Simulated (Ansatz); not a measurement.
# SrMnO3 (Pm-3m): how robust is the cRPA U?, part 2 of 2

Aim: hold the target of a cRPA run on SrMnO3 (Pm-3m) and move one thing at a time.

Ansatz 0.2.0; constrained RPA on LDA, plane waves, PAW.

So far. Step 6 (Changed: smooth pair densities): On the Mn d shell, screening brings the on-site interaction from 23.4 eV down to U = 11.06 eV. Step 7 (Changed: volume -3 %): On the Mn d shell, screening brings the on-site interaction from 23.4 eV down to U = 10.96 eV.

### Step 8. Changed: volume +3 %

The cell differs from the one that the last finished run ended in (a 3.767 → 3.843 Å, b 3.767 → 3.843 Å, c 3.767 → 3.843 Å).

input.yaml reads:

```yaml
crystal:
  lattice:
    - [0.0, -3.8426757176, 0.0]
    - [0.0, 0.0, 3.8426757176]
    - [-3.8426757176, 0.0, 0.0]
  atoms:
    - { symbol: Sr, position: [0.0, 0.0, 0.0] }
    - { symbol: Mn, position: [0.5, 0.5, 0.5] }
    - { symbol: O, position: [0.5, 0.5, 0.0] }
    - { symbol: O, position: [0.5, 0.0, 0.5] }
    - { symbol: O, position: [0.0, 0.5, 0.5] }
kpoints:
  mp_grid: { grid: [8, 8, 8] }
hamiltonian:
  xc: lda
scf:
  occupations: { method: gaussian, width: 0.08 }
  n_extra_bands: 19
  max_iter: 150
  lower_state_search: "off"
output:
  crpa:
    kmesh: [4, 4, 4]
    target_bands: [v11, c3]
    projections: [{ species: Mn, l: d, shell: 3 }, { species: O, l: p, shell: 2 }]
  local_orbitals:
    kmesh: [8, 8, 8]
    orbitals: [{ species: Mn, l: d, shell: 3 }, { species: O, l: p, shell: 2 }]
    window: { bands: [v11, c3] }
    seedname: lo
```

Started as:

```sh
$ ansatz run input.yaml --threads 16 --pin off --max-ram 36864MiB --backend cpu --events-out ev --progress --plain --runs-dir out
```

Numbers of over 12 decimals in the logs are rounded to 6 here.

The log of the run:

```text
[...]
Crystal: 5 atoms, lattice volume = 56.742 Å³
Basis set: ecut = 420 eV, 1141 PW (Γ)
Bands: 41, of which v1, the nominal top of the filled ones, is band 22 counted from 1 (21 counted from 0)
Symmetry: 48 space group operations
[...]
k-points: 35 of 512
[...]
screened: U = 7.7395 eV, U' = 6.3066 eV, J = 0.7156 eV
      screened, to within: U = 1.0e-2 eV, U' = 1.0e-2 eV, J = 9.1e-4 eV
      bare: V = 19.0158 eV, V' = 17.1910 eV, J = 0.9090 eV
    Site 4, 2P, 3 of 3 p orbitals (Wannier functions 12, 13, 14; wannier90's mr 1, 2, 3):
      screened: U = 7.7395 eV, U' = 6.3066 eV, J = 0.7156 eV
      screened, to within: U = 1.0e-2 eV, U' = 1.0e-2 eV, J = 9.1e-4 eV
      bare: V = 19.0158 eV, V' = 17.1910 eV, J = 0.9090 eV
[...]
[key lines of the parts left out:]
SCF converged after 8 iterations
Free energy (F): -8954.739568 eV
Fermi energy:    11.044452 eV
```

The job ended after 64 s (16 threads of Intel Xeon 6975P-C (Granite Rapids), shared host; peak memory 0.97 GiB; 9.7 min of CPU time).

Numbers from this step:

- U: 11.04 eV
- U prime (inter-orbital): 9.653 eV
- J: 0.6948 eV
- bare V: 23.38 eV
- bare J: 0.8274 eV
- stated bound on U: 0.02266 eV
- U over bare V: 0.4721
- electrons in the window: 21.00
- head of the constrained inverse dielectric matrix: 0.3600
- least eigenvalue of the projection's overlap: 0.8082
- target functions: 14
- bands in the sums: 50
- r.m.s. miss of the model bands: 1.32e-4 eV
- width of the target bands: 11.16 eV
- weight of the projected orbitals in the window: 0.9560

On the Mn d shell, screening brings the on-site interaction from 23.4 eV down to U = 11.04 eV.

### Step 9. Changed: volume +6 %

The cell differs from the one that the last finished run ended in (a 3.843 → 3.880 Å, b 3.843 → 3.880 Å, c 3.843 → 3.880 Å).

Edit input.yaml of step 8 so:

```diff
@@ -2,5 +2,5 @@
   lattice:
-    - [0.0, -3.8426757176, 0.0]
-    - [0.0, 0.0, 3.8426757176]
-    - [-3.8426757176, 0.0, 0.0]
+    - [0.0, -3.8796267893, 0.0]
+    - [0.0, 0.0, 3.8796267893]
+    - [-3.8796267893, 0.0, 0.0]
   atoms:
```

The log of the run:

```text
[...]
Crystal: 5 atoms, lattice volume = 58.394 Å³
Basis set: ecut = 420 eV, 1189 PW (Γ)
Bands: 41, of which v1, the nominal top of the filled ones, is band 22 counted from 1 (21 counted from 0)
Symmetry: 48 space group operations
[...]
k-points: 35 of 512
[...]
screened: U = 7.7247 eV, U' = 6.2961 eV, J = 0.7131 eV
      screened, to within: U = 1.1e-2 eV, U' = 1.1e-2 eV, J = 9.1e-4 eV
      bare: V = 18.9733 eV, V' = 17.1541 eV, J = 0.9060 eV
    Site 4, 2P, 3 of 3 p orbitals (Wannier functions 12, 13, 14; wannier90's mr 1, 2, 3):
      screened: U = 7.7247 eV, U' = 6.2961 eV, J = 0.7131 eV
      screened, to within: U = 1.1e-2 eV, U' = 1.1e-2 eV, J = 9.1e-4 eV
      bare: V = 18.9733 eV, V' = 17.1541 eV, J = 0.9060 eV
[...]
[key lines of the parts left out:]
SCF converged after 7 iterations
Free energy (F): -8954.525518 eV
Fermi energy:    10.559576 eV
```

The job ended after 62 s (16 threads; peak memory 0.97 GiB; 9.2 min of CPU time).

This step gave:

* U: 11.07 eV
* U prime (inter-orbital): 9.688 eV
* J: 0.6947 eV
* bare V: 23.37 eV
* bare J: 0.8271 eV
* stated bound on U: 0.02288 eV
* U over bare V: 0.4738
* electrons in the window: 21.00
* head of the constrained inverse dielectric matrix: 0.3629
* least eigenvalue of the projection's overlap: 0.8053
* target functions: 14
* bands in the sums: 50
* r.m.s. miss of the model bands: 1.18e-4 eV
* width of the target bands: 10.83 eV
* weight of the projected orbitals in the window: 0.9569

On the Mn d shell, screening brings the on-site interaction from 23.4 eV down to U = 11.07 eV.

### Step 10. Side by side

Times are wall times on 16 threads of Intel Xeon 6975P-C (Granite Rapids), shared host, good to a factor of about two.

```csv
run,bare V (eV),U (eV),J (eV),bound on U (eV),width (eV),time
target window,23.39,10.999,0.695,0.0226,11.52,45 s
6×6×6 mesh,23.38,11.024,0.695,0.0235,11.52,5.5 min
2×2×2 mesh,23.50,11.055,0.697,0.0147,11.52,5.7 s
accuracy low,23.39,10.917,0.692,0.3312,11.52,32 s
smooth pair densities,23.39,11.060,0.727,0.0105,11.52,65 s
volume -3 %,23.40,10.958,0.695,0.0217,11.89,60 s
volume +3 %,23.38,11.039,0.695,0.0227,11.16,64 s
volume +6 %,23.37,11.073,0.695,0.0229,10.83,62 s
```

### Step 11. Results

```json
{
 "target window": "U 11.00 eV, J 0.69 eV",
 "6×6×6 mesh": "U 11.02 eV, J 0.69 eV",
 "2×2×2 mesh": "U 11.06 eV, J 0.70 eV",
 "accuracy low": "U 10.92 eV, J 0.69 eV",
 "smooth pair densities": "U 11.06 eV, J 0.73 eV",
 "volume -3 %": "U 10.96 eV, J 0.69 eV",
 "volume +3 %": "U 11.04 eV, J 0.69 eV",
 "volume +6 %": "U 11.07 eV, J 0.69 eV"
}
```

What this shows: 6×6×6 mesh moves U by +0.02 eV (within the solver's bounds, for the mean over orbitals) at 7.4 times the time. 2×2×2 mesh moves U by +0.06 eV at 0.13 times the time. Accuracy low moves U by −0.08 eV (within the solver's bounds, for the mean over orbitals). Smooth pair densities moves U by +0.06 eV. Volume -3 % moves U by −0.04 eV (within the solver's bounds, for the mean over orbitals). Volume +3 % moves U by +0.04 eV (within the solver's bounds, for the mean over orbitals). Volume +6 % moves U by +0.07 eV. The printed bound covers the solver alone, not the mesh. The parent state is non-magnetic and the interaction static (zero frequency); U depends on the window and the orbitals, so it belongs to this model alone. A window that holds the anion p bands defines a model with explicit ligands; its U belongs to that model and is not the U of DFT+U.

[Paths, hosts, dates, memory and timing lines, banners, echoed tables and standing remarks are left out of the program output.]

[Logs are printed without paths, hosts, clocks, repeated set-up lines and the standing remarks that a program may print on its own settings, such as how far it seeks lower states.]

[Runs of the session that timed out or met a known fault of the program may be left out.]

[Hosts, paths, dates, database ids (printed as entryN), source tags and the programs' standing remarks are cut or masked in the printed files.]
